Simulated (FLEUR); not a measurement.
# How the smearing moves the magnetism of CrIr3

Wanted: the cheapest choice of the smearing that holds the magnetic results of CrIr3.

Main program and level: FLEUR MaX-R8.1; LDA (VWN); all-electron FLAPW, Dirac cores, scalar-relativistic bands.

**1. Set-up**

Symmetry: Pm-3m, No. 221, cubic system. The conventional cell has a = 3.814 Å, b = 3.814 Å, c = 3.814 Å, α = 90.00°, β = 90.00°, γ = 90.00°. Nearest to Cr lie 12 Ir at 2.70 Å. Ir has 4 Cr at 2.70 Å and 8 Ir at 2.70 Å nearest. Farther neighbours are not listed.

Coordinates:

```cif
data_structure
_symmetry_space_group_name_H-M 'P 1'
_symmetry_Int_Tables_number 1
_cell_length_a 3.8141
_cell_length_b 3.8141
_cell_length_c 3.8141
_cell_angle_alpha 90.000
_cell_angle_beta 90.000
_cell_angle_gamma 90.000
_cell_volume 55.49
loop_
_atom_site_label
_atom_site_type_symbol
_atom_site_fract_x
_atom_site_fract_y
_atom_site_fract_z
_atom_site_occupancy
Cr1 Cr 0.00000 0.00000 0.00000 1
Ir2 Ir 0.00000 0.50000 0.50000 1
Ir3 Ir 0.50000 0.50000 0.00000 1
Ir4 Ir 0.50000 0.00000 0.50000 1
```

The cell comes from a database of computed structures and need not be the stable phase.

**2. Rung 1 (width 0.5 eV), start ferro +**

A wide smearing converges easily but acts like a high temperature on the moments; each rung narrows it.

inpgen writes inp.xml from crystal.txt; cutoffs, mixing, functional, smearing and local orbitals are then set in the file. The k list default-1 (kpts.xml, not shown) is a Γ-centred 8×8×8 mesh; where the ranks do not divide the number of points, some are split in two of half the weight.

File inp.xml:

```
<?xml version="1.0" encoding="UTF-8" standalone="no"?>
<fleurInput fleurInputVersion="0.39">
   <comment>
      CrIr3
   </comment>
   <calculationSetup>
      <cutoffs Kmax="3.6" Gmax="10.8" GmaxXC="10.8" numbands="0"/>
      <scfLoop itmax="90" minDistance="0.00002" maxIterBroyd="15" imix="Anderson" alpha="0.1" precondParam="0.0" spinf="2.0" sdNocoIR="T"/>
      <coreElectrons ctail="T" frcor="F" kcrel="0" coretail_lmax="0"/>
      <xcFunctional name="vwn" relativisticCorrections="F"/>
      <magnetism jspins="2"/>
      <soc l_soc="F" theta="0.0" phi="0.0" spav="F"/>
      <expertModes spex="0" secvar="F"/>
      <geometryOptimization l_f="F" forcealpha="1.0" forcemix="BFGS" epsdisp="0.00001" epsforce="0.00001"/>
      <ldaU l_linMix="F" mixParam="0.05" spinf="1.0"/>
   </calculationSetup>
   <cell>
      <bzIntegration valenceElectrons="59.0" mode="hist" fermiSmearingEnergy="0.01837466">
         <kPointListSelection listName="default-1"/>
         <xi:include xmlns:xi="http://www.w3.org/2001/XInclude" href="kpts.xml"> </xi:include>
      </bzIntegration>
      <xi:include xmlns:xi="http://www.w3.org/2001/XInclude" href="sym.xml"> </xi:include>
      <bulkLattice scale="1.0">
         <bravaisMatrix>
            <row-1>    7.2076751127272773     0.0000000000000000     0.0000000000000000</row-1>
            <row-2>    0.0000000000000000     7.2076751127272773     0.0000000000000000</row-2>
            <row-3>    0.0000000000000000     0.0000000000000000     7.2076751127272773</row-3>
         </bravaisMatrix>
      </bulkLattice>
   </cell>
   <atomSpecies>
      <species name="Chromium (2.500" element="Cr" atomicNumber="24">
         <mtSphere radius="2.48" gridPoints="819" logIncrement="0.015"/>
         <atomicCutoffs lmax="10" lnonsphr="8"/>
         <electronConfig flipSpins="F">
            <coreConfig>(1s1/2) (2s1/2) (2p1/2) (2p3/2)</coreConfig>
            <valenceConfig>(3s1/2) (3p1/2) (3p3/2) (4s1/2) (3d3/2) (3d5/2)</valenceConfig>
            <stateOccupation state="(4s1/2)" spinUp="0.5" spinDown="0.5"/>
            <stateOccupation state="(3d3/2)" spinUp="1.0" spinDown="1.0"/>
            <stateOccupation state="(3d5/2)" spinUp="2.75" spinDown="0.25"/>
         </electronConfig>
         <energyParameters s="4" p="4" d="3" f="4"/>
         <lo type="SCLO" l="0" n="3" eDeriv="0"/>
         <lo type="SCLO" l="1" n="3" eDeriv="0"/>
      </species>
      <species name="Iridium (Ir)" element="Ir" atomicNumber="77">
         <mtSphere radius="2.48" gridPoints="819" logIncrement="0.016"/>
         <atomicCutoffs lmax="10" lnonsphr="8"/>
         <electronConfig flipSpins="F">
            <coreConfig>(1s1/2) (2s1/2) (2p1/2) (2p3/2) (3s1/2) (3p1/2) (3p3/2) (4s1/2) (3d3/2) (3d5/2) (4p1/2) (4p3/2) (5s1/2) (4d3/2) (4d5/2) (4f5/2) (4f7/2)</coreConfig>
            <valenceConfig>(5p1/2) (5p3/2) (6s1/2) (5d3/2) (5d5/2)</valenceConfig>
            <stateOccupation state="(5d3/2)" spinUp="1.400000" spinDown="1.400000"/>
            <stateOccupation state="(5d5/2)" spinUp="2.100000" spinDown="2.100000"/>
         </electronConfig>
         <energyParameters s="6" p="6" d="5" f="5"/>
         <lo type="SCLO" l="1" n="5" eDeriv="0"/>
      </species>
   </atomSpecies>
   <atomGroups>
      <atomGroup species="Chromium (2.500">
         <relPos label="                   1">.0000000000 .0000000000 .0000000000</relPos>
         <force calculate="T" relaxXYZ="TTT"/>
      </atomGroup>
      <atomGroup species="Iridium (Ir)">
         <relPos label="                   2">.0000000000 1.000/2.000 1.000/2.000</relPos>
         <relPos label="                   3">1.000/2.000 1.000/2.000 .0000000000</relPos>
         <relPos label="                   4">1.000/2.000 .0000000000 1.000/2.000</relPos>
         <force calculate="T" relaxXYZ="TTT"/>
      </atomGroup>
   </atomGroups>
   <output dos="F" band="F" slice="F">
      <bandDOS minEnergy="-.5*Htr" maxEnergy="0.5*Htr" sigma="0.015" storeEVData="T"/>
      <plotting iplot="0" polar="F">
         <plot TwoD="T" vec1="  1.0  0.0  0.0" vec2="  0.0  1.0  0.0" vec3="  0.0  0.0  1.0" zero="  0.0  0.0  0.0" file="plot"/>
      </plotting>
      <moessbauerParams electricFieldGradient="F" isomerShift="F" coreHyperfine="F" valenceHyperfine="F"/>
   </output>
</fleurInput>
```

File crystal.txt:

```
CrIr3
&input film=F cartesian=F /
3.81413741330  0.00000000000  0.00000000000
0.00000000000  3.81413741330  0.00000000000
0.00000000000  0.00000000000  3.81413741330
1.8897261246
1.0 1.0 1.0

4
24 0.00000000000  0.00000000000  0.00000000000 : 2.500
77 0.00000000000  0.50000000000  0.50000000000
77 0.50000000000  0.50000000000  0.00000000000
77 0.50000000000  0.00000000000  0.50000000000

&kpt div1=8 div2=8 div3=8 gamma=T /
```

On the command line:

```sh
OMP_NUM_THREADS=1 inpgen -f crystal.txt > inpgen.log  # inp.xml is then edited as shown
OMP_NUM_THREADS=1 mpirun -n 4 fleur_MPI > fleur.log
```

The log of the run:

```text
Welcome to FLEUR        (www.flapw.de)
      MaX-Release 8.1          (www.max-centre.eu)

 ========== k-point set info ==========
 Selected k-point list: default-1
 k-point list type: mesh
 0 x 0 x 0
 Number of k points: 36

 ------------Calculation Setup---------------------------
 Number of MPI-tasks      :            4
 Number of PE/node        :            4
 Number of OMP-threads    :            1
 k-points in parallel     :            4
 pe's per k-point         :            1
 No of k-point loops      :            9
 Eigenvalue solver        :       lapack
 Number of basis functions:          329
 Approximate size of matrices (H+S) per k-point:         0.002 GB
 --------------------------------------------------------
 Iteration:     1   Distance:      44.25332370 me/bohr^3
 Iteration:     2   Distance:      19.71810173 me/bohr^3
 Iteration:     3   Distance:      12.34688094 me/bohr^3
 Iteration:     4   Distance:      13.18244167 me/bohr^3
 Iteration:     5   Distance:       7.24316982 me/bohr^3
 Iteration:     6   Distance:       6.03342667 me/bohr^3
 Iteration:     7   Distance:       4.22500050 me/bohr^3
 Iteration:     8   Distance:       4.66289584 me/bohr^3
 Iteration:     9   Distance:       3.44263251 me/bohr^3
 Iteration:    10   Distance:       2.13883479 me/bohr^3
[... 15 iterations left out ...]
 Iteration:    26   Distance:       0.00146692 me/bohr^3
 Iteration:    27   Distance:       0.00181226 me/bohr^3
 Iteration:    28   Distance:       0.00018029 me/bohr^3
 Iteration:    29   Distance:       0.00005351 me/bohr^3
 Iteration:    30   Distance:       0.00005152 me/bohr^3
 Iteration:    31   Distance:       0.00004307 me/bohr^3
 Iteration:    32   Distance:       0.00004150 me/bohr^3
 Iteration:    33   Distance:       0.00003169 me/bohr^3
 Iteration:    34   Distance:       0.00002626 me/bohr^3
 Iteration:    35   Distance:       0.00001447 me/bohr^3

 ********************************************************************
 Run finished successfully
 Stop message:
   all done
 ********************************************************************

--- out.xml (last complete iteration) ---
<iteration numberForCurrentRun="   35" overallNumber="   35">
         [... left out ...]
         <bandgap value="0.0000052176" units="eV"/>
         <sumValenceSingleParticleEnergies value="-20.5721997111" units="Htr"/>
         <FermiEnergy value="0.5283605094" units="Htr"/>
         <valenceDensity>
            <mtCharges spin="1">
               <mtCharge atomType="1" total="6.5788305" s="1.1924981" p="3.2310436" d="2.1096483" f="0.0340214"/>
               <mtCharge atomType="2" total="6.7510680" s="0.2637299" p="3.2153403" d="3.2258418" f="0.0356734"/>
            </mtCharges>
            <mtCharges spin="2">
               <mtCharge atomType="1" total="6.5788234" s="1.1924980" p="3.2310435" d="2.1096414" f="0.0340214"/>
               <mtCharge atomType="2" total="6.7510686" s="0.2637299" p="3.2153403" d="3.2258423" f="0.0356734"/>
            </mtCharges>
            <spinDependentCharge spin="1" total="29.5000028" interstitial="2.6679681" mtSpheres="26.8320347"/>
            <spinDependentCharge spin="2" total="29.4999972" interstitial="2.6679680" mtSpheres="26.8320292"/>
            <totalCharge value="59.0000000000"/>
         </valenceDensity>
         [... left out ...]
         <magneticMomentsInMTSpheres units="muBohr">
            <globalMagMoment atomType="1" vec="0.00000   0.00000   0.00001"/>
            <localMagMoment atomType="1" vec="0.00000   0.00000   0.00001"/>
            <globalMagMoment atomType="2" vec="0.00000   0.00000   0.00000"/>
            <localMagMoment atomType="2" vec="0.00000   0.00000   0.00000"/>
         </magneticMomentsInMTSpheres>
         [... left out ...]
         <totalEnergy value="   -54593.2345578169" units="Htr">
            <sumOfEigenvalues value="   -33437.4324394866">
               <coreElectrons value="-33416.8602397755"/>
               <valenceElectrons value="-20.5721997111"/>
            </sumOfEigenvalues>
            <densityCoulombPotentialIntegral value="-94099.3424641831"/>
            <densityEffectivePotentialIntegral value="-95511.6268791832"/>
            <chargeDenXCDenIntegral value="-1064.0322536663"/>
            <FockExchangeEnergyValence value="0.0000000000"/>
            <FockExchangeEnergyCore value="0.0000000000"/>
         [... left out ...]
            <tkbTimesEntropy value="0.1313994987"/>
            <freeEnergy value="-54593.3659573156"/>
            <extrapolationTo0K value="-54593.3002575662"/>
         </totalEnergy>
         <densityConvergence units="me/bohr^3">
            <chargeDensity spin="1" distance="0.0000088948"/>
            <chargeDensity spin="2" distance="0.0000079618"/>
            <overallChargeDensity distance="0.0000086987"/>
            <spinDensity distance="0.0000144689"/>
         </densityConvergence>
      </iteration>
```

The job ended after 61 s (4 MPI ranks of Arm Neoverse V1, shared host; peak memory 0.23 GiB).

The spin moment in the muffin-tin sphere vanishes on all atoms.

This step gave:

| Quantity | Value |
| --- | --- |
| free energy | -1485561.1675 eV |
| program's band gap on this mesh (in a metal only a level spacing) | 5.22e-6 eV |
| final state | non-magnetic |

After 35 cycles the seed has died away: no moment is left.

**3. Rung 2 (width 0.25 eV), start ferro +**

Changes to inp.xml since step 2:

```diff
@@ -17,3 +17,3 @@
    <cell>
-      <bzIntegration valenceElectrons="59.0" mode="hist" fermiSmearingEnergy="0.01837466">
+      <bzIntegration valenceElectrons="59.0" mode="hist" fermiSmearingEnergy="0.00918733">
          <kPointListSelection listName="default-1"/>
```

crystal.txt is that of step 2.

The log of the run:

```text
[banner, memory and clock lines left out]
Welcome to FLEUR        (www.flapw.de)
      MaX-Release 8.1          (www.max-centre.eu)

 ========== k-point set info ==========
 Selected k-point list: default-1
 k-point list type: mesh
 0 x 0 x 0
 Number of k points: 36

 [... set-up left out ...]
 Iteration:     1   Distance:      46.02882704 me/bohr^3
 Iteration:     2   Distance:      21.26201805 me/bohr^3
 Iteration:     3   Distance:      13.05377873 me/bohr^3
 Iteration:     4   Distance:      11.40238090 me/bohr^3
 Iteration:     5   Distance:       5.20958282 me/bohr^3
 Iteration:     6   Distance:       9.56283900 me/bohr^3
 Iteration:     7   Distance:       2.29986583 me/bohr^3
 Iteration:     8   Distance:       2.33612080 me/bohr^3
[... lines left out ...]
 Iteration:    23   Distance:       0.00304101 me/bohr^3
 Iteration:    24   Distance:       0.00042484 me/bohr^3
 Iteration:    25   Distance:       0.00011387 me/bohr^3
 Iteration:    26   Distance:       0.00020777 me/bohr^3
 Iteration:    27   Distance:       0.00005036 me/bohr^3
 Iteration:    28   Distance:       0.00000866 me/bohr^3

 ********************************************************************
 Run finished successfully
 Stop message:
   all done
 ********************************************************************

--- out.xml (last complete iteration) ---
<iteration numberForCurrentRun="   28" overallNumber="   28">
         [... left out ...]
         <bandgap value="0.0014580584" units="eV"/>
         <sumValenceSingleParticleEnergies value="-20.7073438867" units="Htr"/>
         <FermiEnergy value="0.5271587904" units="Htr"/>
         [... left out ...]
         <magneticMomentsInMTSpheres units="muBohr">
            <globalMagMoment atomType="1" vec="0.00000   0.00000   1.20915"/>
            <globalMagMoment atomType="2" vec="0.00000   0.00000  -0.08287"/>
         </magneticMomentsInMTSpheres>
         [... left out ...]
         <totalEnergy value="   -54593.2880902663" units="Htr">
            <sumOfEigenvalues value="   -33437.8948815759">
               <coreElectrons value="-33417.1875376893"/>
               <valenceElectrons value="-20.7073438867"/>
            </sumOfEigenvalues>
         [... left out ...]
            <freeEnergy value="-54593.3175120228"/>
            <extrapolationTo0K value="-54593.3028011446"/>
         </totalEnergy>
         <densityConvergence units="me/bohr^3">
            <chargeDensity spin="1" distance="0.0000057512"/>
            <chargeDensity spin="2" distance="0.0000037426"/>
            <overallChargeDensity distance="0.0000043701"/>
            <spinDensity distance="0.0000086642"/>
         </densityConvergence>
      </iteration>
```

Wall time 49 s (4 MPI ranks); peak memory 0.23 GiB; 3.2 min of CPU time.

Spin moment in the muffin-tin sphere by atom:

```
atom  spin moment in the muffin-tin sphere (μB)
 Cr1                                       1.21
 Ir2                                      -0.08
 Ir3                                      -0.08
 Ir4                                      -0.08
```

This step gave:

```
free energy                                                       : -1485559.8493 eV
program's band gap on this mesh (in a metal only a level spacing) : 0.001458 eV
magnetization                                                     : 0.9763 μB
final state                                                       : ferromagnetic, with opposed induced moments
```

The largest moment moves by +1.21 μB from rung 1, at 0.79 times its CPU time.

**4. Rung 3 (width 0.12 eV), start ferro +**

Changes to inp.xml since step 3:

```diff
@@ -17,3 +17,3 @@
    <cell>
-      <bzIntegration valenceElectrons="59.0" mode="hist" fermiSmearingEnergy="0.00918733">
+      <bzIntegration valenceElectrons="59.0" mode="hist" fermiSmearingEnergy="0.00440992">
          <kPointListSelection listName="default-1"/>
```

crystal.txt is that of step 3.

The log of the run:

```text
[banner, memory and clock lines left out]
Welcome to FLEUR        (www.flapw.de)
      MaX-Release 8.1          (www.max-centre.eu)

 ========== k-point set info ==========
 Selected k-point list: default-1
 k-point list type: mesh
 0 x 0 x 0
 Number of k points: 36

 [... set-up left out ...]
 Iteration:     1   Distance:      46.23335739 me/bohr^3
 Iteration:     2   Distance:      20.94436791 me/bohr^3
 Iteration:     3   Distance:      12.89329591 me/bohr^3
 Iteration:     4   Distance:      10.56968345 me/bohr^3
 Iteration:     5   Distance:       5.13177059 me/bohr^3
[...]
<sumOfEigenvalues value="   -33437.9735310144">
               <coreElectrons value="-33417.2401397585"/>
               <valenceElectrons value="-20.7333912559"/>
            </sumOfEigenvalues>
         [... left out ...]
            <freeEnergy value="-54593.3071881330"/>
            <extrapolationTo0K value="-54593.3044993847"/>
         </totalEnergy>
         <densityConvergence units="me/bohr^3">
            <chargeDensity spin="1" distance="0.0000029139"/>
            <chargeDensity spin="2" distance="0.0000125063"/>
            <overallChargeDensity distance="0.0000108445"/>
            <spinDensity distance="0.0000145670"/>
         </densityConvergence>
      </iteration>
```

Elapsed: 42 s, on 4 MPI ranks; peak memory 0.23 GiB.

Read from the output:

| Item | Value |
| --- | --- |
| free energy | -1485559.5683 eV |
| program's band gap on this mesh (in a metal only a level spacing) | 0.01047 eV |
| magnetization | 1.165 μB |
| final state | ferromagnetic, with opposed induced moments |
| largest moment | 1.527 μB |

The largest moment moves by +0.32 μB from rung 2, at 0.87 times its CPU time.

**5. Rung 4 (width 0.05 eV), start ferro +**

Changes to inp.xml since step 4:

```diff
@@ -17,3 +17,3 @@
    <cell>
-      <bzIntegration valenceElectrons="59.0" mode="hist" fermiSmearingEnergy="0.00440992">
+      <bzIntegration valenceElectrons="59.0" mode="hist" fermiSmearingEnergy="0.00183747">
          <kPointListSelection listName="default-1"/>
```

crystal.txt is that of step 4.

The log of the run:

```text
[banner, memory and clock lines left out]
Welcome to FLEUR        (www.flapw.de)
      MaX-Release 8.1          (www.max-centre.eu)

 ========== k-point set info ==========
 Selected k-point list: default-1
 k-point list type: mesh
 0 x 0 x 0
 Number of k points: 36

 [... set-up left out ...]
 Iteration:     1   Distance:      46.23255797 me/bohr^3
 Iteration:     2   Distance:      20.69390196 me/bohr^3
 Iteration:     3   Distance:      12.75532320 me/bohr^3
 Iteration:     4   Distance:      10.33284912 me/bohr^3
 Iteration:     5   Distance:       5.12147700 me/bohr^3
[...]
<sumOfEigenvalues value="   -33438.0022880279">
               <coreElectrons value="-33417.2630481625"/>
               <valenceElectrons value="-20.7392398653"/>
            </sumOfEigenvalues>
         [... left out ...]
            <freeEnergy value="-54593.3051249218"/>
            <extrapolationTo0K value="-54593.3047364448"/>
         </totalEnergy>
         <densityConvergence units="me/bohr^3">
            <chargeDensity spin="1" distance="0.0000052809"/>
            <chargeDensity spin="2" distance="0.0000117720"/>
            <overallChargeDensity distance="0.0000124203"/>
            <spinDensity distance="0.0000133669"/>
         </densityConvergence>
      </iteration>
```

Wall time 40 s (4 MPI ranks); peak memory 0.23 GiB.

Numbers from this step:

```yaml
free_energy: -1485559.5122 eV
program_s_band_gap_on_this_mesh_in_a_metal_only_a_level_spacing: 0.02085 eV
magnetization: 1.193 μB
final_state: ferromagnetic, with opposed induced moments
largest_moment: 1.573 μB
```

The largest moment moves by +0.05 μB from rung 3, at 0.95 times its CPU time.

(Part 1 of 2 ends here.)

[Logs and program files are shortened in this print: banners, set-up blocks, solver, clock and traceback lines can be left out without a mark of their own.]

[Logs are printed without paths, hosts, clocks, repeated set-up lines and the standing remarks that a program may print on its own settings, such as how far it seeks lower states.]

[Hosts, paths, dates, database ids (printed as entryN), source tags and the programs' standing remarks are cut or masked in the printed files.]

[Where a cell is said to come from a database of computed structures, the database is the Materials Project.]
